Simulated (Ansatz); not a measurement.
# The stack of 1T-PtSe2 under 1T-SnS2, shifted by two thirds of the diagonal under a gate, part 2 of 4

Wanted: Fermi level and gate voltage of the stack of 1T-PtSe2 under 1T-SnS2, shifted by two thirds of the diagonal as it is charged.

Ansatz 0.2.0; plane-wave DFT, PBEsol-D3(BJ), Ansatz PAW.

So far. Step 2 (Relaxing the slab): The lattice constant a goes from 3.725 to 3.641 Å.

**3. Gated layer, added electrons 0, start network**

The slab is cut off from its images along the normal. A charged sheet stands for each gate, the layer takes the opposite charge, and a barrier ahead of the sheet keeps electrons from leaking to it. The uncharged case sets the zero; a dense mesh is needed because few carriers fill a small part of the zone.

The cell differs from the one that the last finished run ended in (c 45.233 → 46.123 Å).

File input.yaml:

```yaml
crystal:
  lattice:
    - [3.6411405172, 0.0, 0.0]
    - [-1.8205702586, 3.1533201867, 0.0]
    - [0.0, 0.0, 46.1230491914]
  atoms:
    - { symbol: Se, position: [0.6666666667, 0.3333333333, 0.4021850317] }
    - { symbol: Pt, position: [0.0, 0.0, 0.430953893] }
    - { symbol: Se, position: [0.3333333333, 0.6666666667, 0.4596336178] }
    - { symbol: S, position: [0.3333333333, 0.6666666667, 0.5339416831] }
    - { symbol: Sn, position: [0.6666666667, 0.3333333333, 0.5658988677] }
    - { symbol: S, position: [0.0, 0.0, 0.5978149683] }
  periodic: [true, true, false]
  symmetry: { detect: true }
kpoints:
  mp_grid: { grid: [48, 48, 1] }
  band_path:
    path: [[0, 0, 0], [0.5, 0, 0], [0.33333333, 0.33333333, 0], [0, 0, 0]]
    npoints: 16
hamiltonian:
  xc: pbesol
  dispersion: d3bj
scf:
  occupations: { method: fermi_dirac, width: 0.02585 }
  convergence: { dr2_threshold: 1.0e-10 }
output:
  forces: true
  eigenvalues: true
  dos: { projected: true, e_range: [-3, 3], de: 0.01 }
  write_potential: true
  write_density: true
  volumetric_format: npy
  elf: true
external_charges:
  - { charge: 0, barrier: 10, axis: 3, height: 32.073, sigma: 0.25 }
```

The run is started by

```console
$ ansatz run input.yaml --threads 4 --pin off --max-ram 12288MiB --backend cpu --events-out ev --progress --plain --runs-dir out
```

Numbers of over 12 decimals in the logs are rounded to 6 here.

Output:

```text
[...]
Crystal: 6 atoms, lattice volume = 529.570 Å³
Basis set: ecut = 420 eV, 10223 PW (Γ), exchange–correlation on 50×50×640 points (8 copies of the dense FFT grid, shifted against one another)
Bands: 46, of which v1, the nominal top of the filled ones, is band 38 counted from 1 (37 counted from 0)
Symmetry: 6 space group operations
[...]
k-points: 217 of 2304 (time reversal used)
[...]
SCF iter   1: F=—  HF=-30955.680045 eV  |F-HF|=—  |Δ(HF+E_count)|=         —  Δρ=2.25e-3  dr2=1.25e-1  ethr=1.77e-3  ⟨swp⟩=18.7  Hψ=74639  notcnv=0  defer=66
[...]
SCF iter  14: F=-30955.657161 eV  HF=-30955.657161 eV  |F-HF|=2.69e-10  |Δ(HF+E_count)|=   1.78e-9  Δρ=4.55e-8  dr2=6.65e-12  ethr=1.00e-12  ⟨swp⟩=27.7  Hψ=90129  notcnv=0
SCF 1 converged in 14 iterations: F = -30955.657161 eV  dr2 = 6.65e-12
[...]
NSCF: frozen V_eff on 49 k-points
[...]
SCF converged after 14 iterations
Free energy (F): -30955.657161 eV
[...]
Internal energy: -30955.657107 eV  (E = F + TS)
E sigma→0 (E₀):  -30955.657134 eV
Entropy (-TS):   -0.000054 eV (-0.009 meV/atom)
Fermi energy:    -5.406594 eV
[...]
--- Forces (eV/Å), atoms and charges each counted from 1 ---
  atom   1  Se     0.00000000     0.00000000     0.00378549
  atom   2  Pt     0.00000000     0.00000000     0.00036909
  atom   3  Se     0.00000000    -0.00000000    -0.00543054
  atom   4  S      0.00000000    -0.00000000     0.00446878
  atom   5  Sn    -0.00000000    -0.00000000    -0.00562313
  atom   6  S      0.00000000     0.00000000     0.00223005
  external charge   1     0.00000000     0.00000000     0.00020010
  max |Σ_I F_I| component, the external charges' with the atoms': 1.51e-7 eV/Å
--- Band table (eV; the first three rows and the last of 217) ---
  k-point 0: bands = [... 34 lower, -6.8957, -6.2769, -5.5915, -5.5915, -4.2182, -3.0542, -2.5210, -2.5210, ... 4 higher]
  k-point 1: bands = [... 34 lower, -6.8877, -6.2669, -5.5965, -5.5905, -4.1941, -3.0221, -2.5649, -2.5300, ... 4 higher]
  k-point 2: bands = [... 34 lower, -6.8682, -6.2386, -5.6103, -5.5881, -4.1274, -2.9311, -2.6868, -2.5563, ... 4 higher]
  k-point 216: bands = [... 34 lower, -7.5710, -7.4808, -6.6441, -6.5405, -4.2114, -3.8278, -3.7654, -0.8365, ... 4 higher]
```

The job ended after 12 min (4 threads of AMD EPYC 7571, shared host; peak memory 3.7 GiB; 46 min of CPU time).

In the SCF lines HF is the Harris–Foulkes energy and dr2 the Hartree energy of the density residual, in eV; the loop may stop once dr2 is under the threshold and the program's other checks hold. Hψ counts applications of the Hamiltonian.

Numbers from this step:

* gap along the path: 0.3012 eV
* smallest direct gap along the path: 1.373 eV
* gap, the smaller of path and mesh: 0.3009 eV
* potential beyond the upper barrier and gate, less the barrier, from the Fermi level: 5.380 eV

Running mean over a fixed 2.7 Å (it still follows the layers) of the planar mean; beyond a gate it holds the 10 eV model barrier. Table of electron's electrostatic potential energy less the Fermi level by z:

| z (Å) | electron's electrostatic potential energy less the Fermi level (eV) |
| --- | --- |
| 4 | 5.43 |
| 5 | 5.43 |
| 6 | 5.43 |
| 7 | 5.43 |
| 8 | 5.43 |
| 9 | 5.43 |
| 10 | 5.43 |
| 11 | 5.43 |
| 12 | 5.43 |
| 13 | 5.43 |
| 14 | 5.43 |
| 15 | 5.42 |
| 16 | 5.26 |
| 17 | 3.30 |
| 18 | -0.663 |
| 19 | -6.70 |
| 20 | -8.14 |
| 21 | -5.42 |
| 22 | 0.457 |
| 23 | 2.21 |
| 24 | -0.595 |
| 25 | -3.59 |
| 26 | -4.98 |
| 27 | -4.07 |
| 28 | -1.27 |
| 29 | 2.86 |
| 30 | 5.21 |
| 31 | 6.51 |
| 32 | 10.1 |
| 33 | 13.8 |
| 34 | 15.4 |
| 35 | 15.4 |
| 36 | 15.4 |
| 37 | 15.4 |
| 38 | 15.4 |
| 39 | 15.4 |
| 40 | 15.4 |
| 41 | 15.4 |
| 42 | 15.4 |

The density of states has structure finer than the step of the table below, so its rows give means over 0.2 eV, whole bins alone (the curve runs from -3 to 2.11 eV). Peaks (eV: height): -2.65: 12.4, -2.47: 10.9, -2.13: 9.89, -2.07: 10.8, -1.83: 8.97, -1.54: 11.6, 1.17: 12.0.

Table of density of states by energy, zero at the Fermi level of the run, which the smearing sets inside the gap; means over each step:

| energy (eV) | density of states (states/eV a cell) |
| --- | --- |
| -2.8 | 3.04 |
| -2.6 | 9.85 |
| -2.4 | 6.31 |
| -2.2 | 5.48 |
| -2.0 | 7.22 |
| -1.8 | 5.33 |
| -1.6 | 6.09 |
| -1.4 | 4.53 |
| -1.2 | 2.27 |
| -1.0 | 2.85 |
| -0.8 | 2.85 |
| -0.6 | 3.71 |
| -0.4 | 3.11 |
| -0.2 | 1.99 |
| 0.0 | 0 |
| 0.2 | 0.563 |
| 0.4 | 0.699 |
| 0.6 | 0.792 |
| 0.8 | 0.940 |
| 1.0 | 1.28 |
| 1.2 | 3.56 |
| 1.4 | 5.12 |
| 1.6 | 3.82 |
| 1.8 | 2.22 |
| 2.0 | 2.91 |

Projected DOS per atom over height of the atomic layer and energy from the Fermi level. Layers: Se Pt Se S Sn S from below.

Ten even steps from '_' (0.00 states/eV) to '@' (5.01 states/eV), each cell a mean:
```
::..::______
......______
..........__
......__..__
______......
____________
____________
____________
____________
____________
::..--______
::..::______
......______
......______
......______
::::::::__::
....__--__--
......==__==
....__--__==
..++..::__::
..@@::..__..
__..________
```
Columns: height of the atomic layer (Å) from 18.6 to 27.6 (not evenly spaced); rows upwards: energy from the Fermi level (eV) from -2.98 to 2.12.

The electronic bands at the labelled points (eV, zero at the Fermi level of the run, which the smearing sets inside the gap):

| point | band 35 | band 36 | band 37 | band 38 | band 39 | band 40 | band 41 | band 42 |
| --- | --- | --- | --- | --- | --- | --- | --- | --- |
| Γ | -1.49 | -0.87 | -0.18 | -0.18 | 1.19 | 2.35 | 2.89 | 2.89 |
| halfway | -1.47 | -0.86 | -0.54 | -0.50 | 1.16 | 1.26 | 2.42 | 3.56 |
| M | -2.12 | -2.08 | -1.67 | -1.56 | 0.12 | 2.32 | 2.58 | 3.31 |
| halfway | -2.20 | -2.00 | -1.44 | -1.18 | 0.92 | 1.69 | 2.13 | 4.34 |
| K | -2.16 | -2.07 | -1.24 | -1.13 | 1.20 | 1.58 | 1.64 | 4.57 |
| halfway | -1.84 | -1.19 | -0.89 | -0.27 | 1.46 | 1.57 | 1.74 | 4.17 |
| Γ | -1.49 | -0.87 | -0.18 | -0.18 | 1.19 | 2.35 | 2.89 | 2.89 |

ELF in the ca plane at fractional y = 0.000, with atoms of Pt and S within 0.2 Å of it. It is the smooth field of the valence electrons, not physical close to the nuclei.

Ten even steps from '0' (0.00) to '9' (0.81), each cell a mean:
```
00000000000000000001347887532100000000001389
00000000000000000012334675332110000112111379
00000000000000001345553343455431002456532247
00000000000000014677764323677762015788853234
00000000000000125788775223678873016999963222
00000000000000124788775223678863015899853223
00000000000000012456664333566641003677643236
00000000000000000123443554344310001233322369
00000000000000000001335786432100000000001379
00000000000000000001357888632000000000001489
```
Columns run along c (16.0 Å, from fractional 0.24 to 0.59 of the cell), rows up along a (3.6 Å). Atoms in or near the plane, at fractional coordinates: Pt at (0.43, 0.00).

Electrostatic potential energy in the ca plane at fractional y = 0.000, with atoms of Pt and S within 0.2 Å of it. With pseudopotentials it is smooth inside the atoms' cores, unlike the true potential.

Values in eV, 6 rows by 16 columns, each cell a mean:
```
  0   0   0   0   0   0  -1  -7 -44 -31  -2   0  -1  -2  -3 -12
  0   0   0   0   0   0  -1  -5 -17 -11  -4  -1  -1  -4  -6  -8
  0   0   0   0   0   0  -3  -9  -4  -6  -7  -1  -2  -7 -11 -12
  0   0   0   0   0   0  -2  -7  -5  -6  -6  -1  -2  -6 -10 -10
  0   0   0   0   0   0  -1  -5 -27 -17  -3  -1  -1  -3  -5  -8
  0   0   0   0   0   0  -1  -8 -45 -34  -2   0  -1  -2  -3 -15
```
Columns run along c (16.0 Å, from fractional 0.24 to 0.59 of the cell; values clipped at the 3rd and 97th percentile), rows up along a (3.6 Å). Atoms in or near the plane, at fractional coordinates: Pt at (0.43, 0.00).

Valence density in the ca plane at fractional y = 0.000, with atoms of Pt and S within 0.2 Å of it. It is the smooth field of the valence electrons, not physical close to the nuclei.

Values in units of 1e0 e/Å³, 6 rows by 16 columns, each cell a mean:
```
0.0 0.0 0.0 0.1 2.8 6.0 0.4 0.0 0.0 0.0 0.1 0.2 0.9 0.8 0.1 0.0
0.0 0.0 0.0 0.2 0.6 0.9 0.3 0.1 0.0 0.1 0.2 0.2 0.5 0.3 0.0 0.0
0.0 0.0 0.0 0.3 0.3 0.2 0.4 0.1 0.0 0.3 0.4 0.3 0.2 0.1 0.0 0.0
0.0 0.0 0.0 0.3 0.3 0.3 0.3 0.1 0.0 0.2 0.4 0.3 0.2 0.1 0.0 0.0
0.0 0.0 0.0 0.1 1.0 1.9 0.3 0.1 0.0 0.1 0.1 0.2 0.7 0.5 0.0 0.0
0.0 0.0 0.0 0.1 3.8 7.7 0.4 0.0 0.0 0.0 0.0 0.2 0.8 0.8 0.1 0.0
```
Columns run along c (16.0 Å, from fractional 0.32 to 0.67 of the cell), rows up along a (3.6 Å). Atoms in or near the plane, at fractional coordinates: Pt at (0.43, 0.00), S at (0.60, 0.00).

The gap, the smaller of path and mesh, is 0.301 eV.

**4. Gated layer, added electrons 0.5×10¹³ per cm², start atoms**

input.yaml, the sections that differ from step 3:

```yaml
total_charge: -0.005741
kpoints:
  mp_grid: { grid: [48, 48, 1] }
output:
  forces: true
  eigenvalues: true
  write_potential: true
  write_density: true
  volumetric_format: npy
external_charges:
  - { charge: 0, barrier: 10, axis: 3, height: 32.073, sigma: 0.25 }
  - { charge: 0.005741, axis: 3, height: 33.573, sigma: 0.5 }
# crystal, hamiltonian, scf: as in step 3
```

Output:

```text
[...]
Crystal: 6 atoms, lattice volume = 529.570 Å³
Basis set: ecut = 420 eV, 10223 PW (Γ), exchange–correlation on 50×50×640 points (8 copies of the dense FFT grid, shifted against one another)
Bands: 46, of which v1, the nominal top of the filled ones, is band 38 counted from 1 (37 counted from 0)
Symmetry: 6 space group operations
[...]
k-points: 217 of 2304 (time reversal used)
[...]
SCF iter   1: F=—  HF=-30957.028457 eV  |F-HF|=—  |Δ(HF+E_count)|=         —  Δρ=3.21e-2  dr2=5.93e0  ethr=3.10e-3  ⟨swp⟩=20.3  Hψ=75437  notcnv=0
[...]
SCF iter  18: F=-30955.686386 eV  HF=-30955.686386 eV  |F-HF|=1.75e-10  |Δ(HF+E_count)|=   2.08e-9  Δρ=7.75e-8  dr2=5.22e-11  ethr=1.00e-12  ⟨swp⟩=24.6  Hψ=94127  notcnv=0
SCF 1 converged in 18 iterations: F = -30955.686386 eV  dr2 = 5.22e-11
[...]
SCF converged after 18 iterations
Free energy (F): -30955.686386 eV
[...]
Internal energy: -30955.685934 eV  (E = F + TS)
E sigma→0 (E₀):  -30955.686160 eV
Entropy (-TS):   -0.000452 eV (-0.075 meV/atom)
Fermi energy:    -5.081737 eV
[...]
--- Forces (eV/Å), atoms and charges each counted from 1 ---
  atom   1  Se     0.00000000     0.00000000     0.00392832
  atom   2  Pt     0.00000000     0.00000000     0.00053302
  atom   3  Se    -0.00000000    -0.00000000    -0.00515874
  atom   4  S      0.00000000    -0.00000000     0.00789907
  atom   5  Sn    -0.00000000    -0.00000000    -0.02146239
  atom   6  S      0.00000000     0.00000000     0.01429591
  external charge   1     0.00000000     0.00000000     0.00022274
  external charge   2     0.00000000     0.00000000    -0.00025969
  max |Σ_I F_I| component, the external charges' with the atoms': 1.76e-6 eV/Å
--- Band table (eV; the first three rows and the last of 217) ---
  k-point 0: bands = [... 34 lower, -6.6706, -6.0486, -5.3611, -5.3611, -3.9966, -2.8288, -2.2906, -2.2906, ... 4 higher]
  k-point 1: bands = [... 34 lower, -6.6626, -6.0386, -5.3662, -5.3602, -3.9725, -2.7967, -2.3345, -2.2997, ... 4 higher]
  k-point 2: bands = [... 34 lower, -6.6430, -6.0100, -5.3800, -5.3577, -3.9056, -2.7057, -2.4565, -2.3259, ... 4 higher]
  k-point 216: bands = [... 34 lower, -7.3455, -7.2616, -6.4137, -6.3107, -3.9866, -3.5975, -3.5367, -0.6135, ... 4 higher]
```

The job ended after 12 min (4 threads; peak memory 3.6 GiB; 48 min of CPU time).

This step gave:

```yaml
energy_at_zero_smearing: -30955.6862 eV
potential_beyond_the_upper_barrier_and_gate_less_the_barrier_from_the_fermi_level: 4.825 eV
```

Against the uncharged case this takes +0.56 V.

**5. Gated layer, added electrons -0.5×10¹³ per cm², start atoms**

input.yaml, as its differences from that of step 4:

```diff
@@ -14,3 +14,3 @@
   symmetry: { detect: true }
-total_charge: -0.005741
+total_charge: 0.005741
 kpoints:
@@ -31,2 +31,2 @@
   - { charge: 0, barrier: 10, axis: 3, height: 32.073, sigma: 0.25 }
-  - { charge: 0.005741, axis: 3, height: 33.573, sigma: 0.5 }
+  - { charge: -0.005741, axis: 3, height: 33.573, sigma: 0.5 }
```

Output:

```text
[...]
Crystal: 6 atoms, lattice volume = 529.570 Å³
Basis set: ecut = 420 eV, 10223 PW (Γ), exchange–correlation on 50×50×640 points (8 copies of the dense FFT grid, shifted against one another)
Bands: 46, of which v1, the nominal top of the filled ones, is band 38 counted from 1 (37 counted from 0)
Symmetry: 6 space group operations
[...]
k-points: 217 of 2304 (time reversal used)
[...]
--- Band table (eV; the first three rows and the last of 217) ---
  k-point 0: bands = [... 34 lower, -7.0752, -6.5369, -5.8718, -5.8718, -4.3996, -3.2340, -2.8003, -2.8003, ... 4 higher]
  k-point 1: bands = [... 34 lower, -7.0672, -6.5273, -5.8766, -5.8709, -4.3755, -3.2020, -2.8441, -2.8093, ... 4 higher]
  k-point 2: bands = [... 34 lower, -7.0477, -6.5000, -5.8895, -5.8684, -4.3087, -3.1112, -2.9657, -2.8356, ... 4 higher]
  k-point 216: bands = [... 34 lower, -7.7680, -7.6561, -6.9236, -6.8081, -4.4150, -4.1048, -4.0177, -1.0274, ... 4 higher]
[key lines of the parts left out:]
SCF converged after 19 iterations
Free energy (F): -30955.624341 eV
Fermi energy:    -5.783611 eV
```

Elapsed: 13 min, on 4 threads; peak memory 3.5 GiB.

Against the uncharged case this takes -0.66 V.

**6. Gated layer, added electrons 2×10¹³ per cm², start atoms**

input.yaml, as its differences from that of step 5:

```diff
@@ -14,3 +14,3 @@
   symmetry: { detect: true }
-total_charge: 0.005741
+total_charge: -0.022963
 kpoints:
@@ -31,2 +31,2 @@
   - { charge: 0, barrier: 10, axis: 3, height: 32.073, sigma: 0.25 }
-  - { charge: -0.005741, axis: 3, height: 33.573, sigma: 0.5 }
+  - { charge: 0.022963, axis: 3, height: 33.573, sigma: 0.5 }
```

Output:

```text
[...]
Crystal: 6 atoms, lattice volume = 529.570 Å³
Basis set: ecut = 420 eV, 10223 PW (Γ), exchange–correlation on 50×50×640 points (8 copies of the dense FFT grid, shifted against one another)
Bands: 46, of which v1, the nominal top of the filled ones, is band 38 counted from 1 (37 counted from 0)
Symmetry: 6 space group operations
[...]
k-points: 217 of 2304 (time reversal used)
[...]
--- Band table (eV; the first three rows and the last of 217) ---
  k-point 0: bands = [... 34 lower, -5.9942, -5.3691, -4.6766, -4.6766, -3.3329, -2.1521, -1.6061, -1.6061, ... 4 higher]
  k-point 1: bands = [... 34 lower, -5.9861, -5.3588, -4.6817, -4.6757, -3.3086, -2.1200, -1.6500, -1.6151, ... 4 higher]
  k-point 2: bands = [... 34 lower, -5.9666, -5.3297, -4.6957, -4.6732, -3.2412, -2.0288, -1.7720, -1.6414, ... 4 higher]
  k-point 216: bands = [... 34 lower, -6.6698, -6.6036, -5.7293, -5.6270, -3.3136, -2.9132, -2.8554, 0.0543, ... 4 higher]
[key lines of the parts left out:]
SCF converged after 18 iterations
Free energy (F): -30955.758366 eV
Fermi energy:    -4.358700 eV
```

Elapsed: 13 min, on 4 threads; peak memory 3.5 GiB; 49 min of CPU time.

Against the uncharged case this takes +1.96 V.

**7. Gated layer, added electrons -2×10¹³ per cm², start atoms**

input.yaml, as its differences from that of step 6:

```diff
@@ -14,3 +14,3 @@
   symmetry: { detect: true }
-total_charge: -0.022963
+total_charge: 0.022963
 kpoints:
@@ -31,2 +31,2 @@
   - { charge: 0, barrier: 10, axis: 3, height: 32.073, sigma: 0.25 }
-  - { charge: 0.022963, axis: 3, height: 33.573, sigma: 0.5 }
+  - { charge: -0.022963, axis: 3, height: 33.573, sigma: 0.5 }
```

Output:

```text
[...]
Crystal: 6 atoms, lattice volume = 529.570 Å³
Basis set: ecut = 420 eV, 10223 PW (Γ), exchange–correlation on 50×50×640 points (8 copies of the dense FFT grid, shifted against one another)
Bands: 46, of which v1, the nominal top of the filled ones, is band 38 counted from 1 (37 counted from 0)
Symmetry: 6 space group operations
[...]
k-points: 217 of 2304 (time reversal used)
[...]
--- Band table (eV; the first three rows and the last of 217) ---
  k-point 0: bands = [... 34 lower, -7.6126, -7.3124, -6.7172, -6.7172, -4.9443, -3.7738, -3.6427, -3.6427, ... 4 higher]
  k-point 1: bands = [... 34 lower, -7.6048, -7.3042, -6.7210, -6.7162, -4.9201, -3.7422, -3.6860, -3.6518, ... 4 higher]
  k-point 2: bands = [... 34 lower, -7.5858, -7.2811, -6.7313, -6.7137, -4.8529, -3.8091, -3.6780, -3.6498, ... 4 higher]
  k-point 216: bands = [... 34 lower, -8.3714, -8.1811, -7.7669, -7.6027, -5.0959, -4.9408, -4.7103, -1.6100, ... 4 higher]
[key lines of the parts left out:]
SCF converged after 14 iterations
Free energy (F): -30955.506591 eV
Fermi energy:    -6.663325 eV
```

The job ended after 12 min (4 threads; peak memory 3.5 GiB; 48 min of CPU time).

Against the uncharged case this takes -2.38 V.

**8. Gated layer, added electrons 6×10¹³ per cm²**

input.yaml, the sections that differ from step 7:

```yaml
total_charge: -0.06889
kpoints:
  mp_grid: { grid: [48, 48, 1] }
  band_path:
    path: [[0, 0, 0], [0.5, 0, 0], [0.33333333, 0.33333333, 0], [0, 0, 0]]
    npoints: 16
output:
  forces: true
  eigenvalues: true
  dos: { projected: true, e_range: [-3, 3], de: 0.01 }
  write_potential: true
  write_density: true
  volumetric_format: npy
  elf: true
external_charges:
  - { charge: 0, barrier: 10, axis: 3, height: 32.073, sigma: 0.25 }
  - { charge: 0.06889, axis: 3, height: 33.573, sigma: 0.5 }
# crystal, hamiltonian, scf: as in step 7
```

Output:

```text
[...]
Crystal: 6 atoms, lattice volume = 529.570 Å³
Basis set: ecut = 420 eV, 10223 PW (Γ), exchange–correlation on 50×50×640 points (8 copies of the dense FFT grid, shifted against one another)
Bands: 46, of which v1, the nominal top of the filled ones, is band 38 counted from 1 (37 counted from 0)
Symmetry: 6 space group operations
[...]
k-points: 217 of 2304 (time reversal used)
[...]
--- Band table (eV; the first three rows and the last of 217) ---
  k-point 0: bands = [... 34 lower, -4.2109, -3.5836, -2.8778, -2.8778, -1.5990, -0.3710, 0.1928, 0.1928, ... 4 higher]
  k-point 1: bands = [... 34 lower, -4.2030, -3.5727, -2.8831, -2.8769, -1.5743, -0.3388, 0.1489, 0.1837, ... 4 higher]
  k-point 2: bands = [... 34 lower, -4.1840, -3.5421, -2.8974, -2.8744, -1.5054, -0.2476, 0.0269, 0.1575, ... 4 higher]
  k-point 216: bands = [... 34 lower, -4.8918, -4.8710, -3.9306, -3.8302, -1.5446, -1.1150, -1.0640, 1.8045, ... 4 higher]
[key lines of the parts left out:]
SCF converged after 16 iterations
Free energy (F): -30955.840586 eV
Fermi energy:    -2.513245 eV
```

Wall time 14 min (4 threads); peak memory 3.5 GiB; 54 min of CPU time.

Against the uncharged case this takes +5.61 V.

(Part 2 of 4 ends here.)

[Logs are printed without paths, hosts, clocks, repeated set-up lines and the standing remarks that a program may print on its own settings, such as how far it seeks lower states.]

[Hosts, paths, dates, database ids (printed as entryN), source tags and the programs' standing remarks are cut or masked in the printed files.]

[Maps of the electrostatic potential energy from Ansatz leave out the sawtooth potential of an applied field or a dipole correction, so their vacuum need not be flat; planar profiles and work functions include it.]
